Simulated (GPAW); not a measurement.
# Screening of a field by Ti2NS2 MXene monolayer, part 2 of 2

Wanted: the out-of-plane polarisability of Ti2NS2 MXene monolayer.

GPAW 26.7.0; GPAW, PAW setups; layer in a repeated cell with vacuum, relaxation of atoms and in-plane cell (the session's first sound run).

So far. Step 5 (In a field): The dipole is now -0.0353 e Å, against 8.5e-4 in the run without a field.

## Step 7: Field on (continued)

Level of this step: GPAW, PAW setups; slab in vacuum (GPAW).

The electrostatic potential energy of an electron (without an applied field's), less the Fermi level, planar mean oscillates, so the rows of the table below give means over windows of 1.53 Å about each position, cut where the curve ends. Its maxima inside the range that stand out by 2 % of the span (Å: eV): 8.7: -4.71, 10.3: -6.92, 11.2: -6.97, 12.7: -4.90. Its minima: 8.0: -18.5, 9.6: -17.2, 10.7: -13.0, 11.9: -17.3, 13.4: -18.7.

Table of electrostatic potential energy of an electron (without an applied field's), less the Fermi level, planar mean by z; means over each step:

z (Å), electrostatic potential energy of an electron (without an applied field's), less the Fermi level, planar mean (eV) and a bar from the least value:
```
     0.77        5.9 ##############################
     2.29        5.9 ##############################
     3.82        5.9 ##############################
     5.35        5.9 ##############################
     6.88        2.6 ########################
     8.41      -10.6 ##
     9.95      -12.0 
    11.47      -12.1 
    13.00      -10.9 ##
    14.53        1.8 #######################
    16.06        5.5 #############################
    17.59        5.6 #############################
    19.12        5.6 #############################
    20.65        5.6 #############################
```

## Step 8: In a field

run.py reads:

```python
import json
import numpy as np
from ase import Atoms
from gpaw import GPAW, PW
from gpaw.external import ConstantElectricField

slab = Atoms(
    ['S', 'Ti', 'N', 'Ti', 'S'],
    positions=[
        [-0.00000, 1.82497, 8.00000],
        [1.58047, 0.91248, 9.55188],
        [0.00000, 0.00000, 10.73193],
        [-0.00000, 1.82497, 11.91198],
        [1.58047, 0.91248, 13.46385]],
    cell=[[3.16094, -0.0, 0.0], [-1.58047, 2.73746, 0.0], [0.0, 0.0, 21.4638]],
    pbc=[True, True, False])

slab.calc = GPAW(mode=PW(500), xc='PBE', kpts={'size': (12, 12, 1), 'gamma': True},
                 occupations={'name': 'fermi-dirac', 'width': 0.05}, nbands='160%',
                 convergence={'density': 1e-05}, maxiter=200,
                 poissonsolver={'dipolelayer': 'xy'},
                 external=ConstantElectricField(0.1, [0, 0, 1]),
                 symmetry={'tolerance': 1e-3}, txt='slab.txt')
result = {}
energy = slab.get_potential_energy()
fermi = slab.calc.get_fermi_level()
v = slab.calc.get_electrostatic_potential().mean((0, 1)) - fermi
n = slab.calc.get_pseudo_density().mean((0, 1))
L = slab.cell[2, 2]
z = np.arange(len(v)) * L / len(v)
low, high = slab.positions[:, 2].min(), slab.positions[:, 2].max()
below, above = np.interp([low - 5.8, high + 5.8], z, v)
slopes = [np.interp(x, z, np.gradient(v, z)) for x in (low - 5.8, high + 5.8)]
eps = np.array([[slab.calc.get_eigenvalues(k, s) for k in range(len(slab.calc.get_ibz_k_points()))]
                for s in range(slab.calc.get_number_of_spins())]) - fermi
top, bottom = eps[eps < 0].max(), eps[eps > 0].min()
dipole = slab.get_dipole_moment()[2]
print(f'energy {energy:.4f} eV, Fermi level {fermi:.4f} eV, dipole {dipole:.5f} e A')
print(f'potential 5.8 A off the faces, from the Fermi level: lower {below:.4f} eV, upper {above:.4f} eV')
print(f'slope of the potential there: lower {slopes[0]:.5f}, upper {slopes[1]:.5f} eV/A')
print(f'nearest levels on the mesh: {top:.4f} and {bottom:.4f} eV')
print('magnetic moment', round(slab.get_magnetic_moment(), 3))
result.update(energy=energy, fermi=fermi, dipole=dipole, below=below, above=above, slopes=slopes, edges=[top, bottom],
              z=z.tolist(), v=v.tolist(), n=n.tolist(), positions=slab.positions.tolist(),
              forces=slab.get_forces(apply_constraint=False).tolist(), moments=slab.get_magnetic_moments().tolist())
json.dump(result, open('result.json', 'w'))
```

Started as:

```sh
$ OMP_NUM_THREADS=1 OPENBLAS_NUM_THREADS=1 python run.py
```

What it wrote:

```text
energy -36.3557 eV, Fermi level -0.3549 eV, dipole 0.03533 e A
potential 5.8 A off the faces, from the Fermi level: lower 6.1123 eV, upper 5.3734 eV
slope of the potential there: lower 0.00020, upper -0.00020 eV/A
nearest levels on the mesh: -0.0156 and 0.0346 eV
magnetic moment 0.0
```

Run time: 3.6 min. Hardware: 1 thread of Intel Xeon Platinum 8488C (Sapphire Rapids), shared host; peak memory 0.52 GiB.

The dipole is now 0.0353 e Å, against 8.5e-4 in the run without a field.

## Step 9: In a field

run.py, as its differences from that of step 8:

```diff
@@ -21,3 +21,3 @@
                  poissonsolver={'dipolelayer': 'xy'},
-                 external=ConstantElectricField(0.1, [0, 0, 1]),
+                 external=ConstantElectricField(0.2, [0, 0, 1]),
                  symmetry={'tolerance': 1e-3}, txt='slab.txt')
```

What it wrote:

```text
energy -36.3610 eV, Fermi level -0.3558 eV, dipole 0.07068 e A
potential 5.8 A off the faces, from the Fermi level: lower 6.4832 eV, upper 5.0053 eV
slope of the potential there: lower 0.00020, upper -0.00020 eV/A
nearest levels on the mesh: -0.0156 and 0.0346 eV
magnetic moment 0.0
```

Elapsed: 3.5 min, on 1 thread; peak memory 0.52 GiB.

The dipole is now 0.0707 e Å, against 8.5e-4 in the run without a field.

## Step 10: Field on

run.py, as its differences from that of step 9:

```diff
@@ -21,3 +21,3 @@
                  poissonsolver={'dipolelayer': 'xy'},
-                 external=ConstantElectricField(0.2, [0, 0, 1]),
+                 external=ConstantElectricField(0.3, [0, 0, 1]),
                  symmetry={'tolerance': 1e-3}, txt='slab.txt')
```

What it wrote:

```text
energy -36.3699 eV, Fermi level -0.3572 eV, dipole 0.10603 e A
potential 5.8 A off the faces, from the Fermi level: lower 6.8552 eV, upper 4.6380 eV
slope of the potential there: lower 0.00021, upper -0.00020 eV/A
nearest levels on the mesh: -0.0155 and 0.0346 eV
magnetic moment 0.0
```

Run time: 4 min. Hardware: 1 thread; peak memory 0.53 GiB.

The dipole is now 0.106 e Å, against 8.5e-4 in the run without a field.

## Step 11: The series

The members are put on one axis.

This step: induced dipole against applied field (GPAW 26.7.0).

Table of dipole along the normal by field:

```csv
field (V/Å),dipole along the normal (e·Å)
-0.200,-0.0707
-0.100,-0.0353
-0.050,-0.0177
0.000,8.5e-4
0.050,0.0177
0.100,0.0353
0.200,0.0707
0.300,0.106
```

## Step 12: Results

* work function, upper and lower face: 5.733 and 5.751 eV
* dipole along the normal: 8.5e-4 e Å
* induced dipole per field: 0.353 e Å per V/Å
* out-of-plane polarisability per area, α/(ε0 A): 7.39 Å

**Reading.** The field induces 0.353 e Å per V/Å, a polarisable thickness α/(ε0 A) of 7.39 Å beside 5.46 Å between the outermost nuclei. A perfect conductor would give the distance between its two image planes; a dielectric of thickness t gives t(1 - 1/ε). The induced dipole is linear in the field over this range. The starting lattice was a guess from atomic radii; the relaxation moved it by 4 %. The small printed dipole stands for a step of -18 meV from the lower to the upper face, and the probes find -18 meV; values this small are near the numerical noise of both. The cell holds an odd number of electrons, so without spin polarisation it must come out metallic and without a moment, whatever its true state. The layer's cell and atoms come from the relaxation; spin-orbit coupling and temperature are left out.

[Logs are printed without paths, hosts, clocks, repeated set-up lines and the standing remarks that a program may print on its own settings, such as how far it seeks lower states.]

[Hosts, paths, dates, database ids (printed as entryN), source tags and the programs' standing remarks are cut or masked in the printed files.]
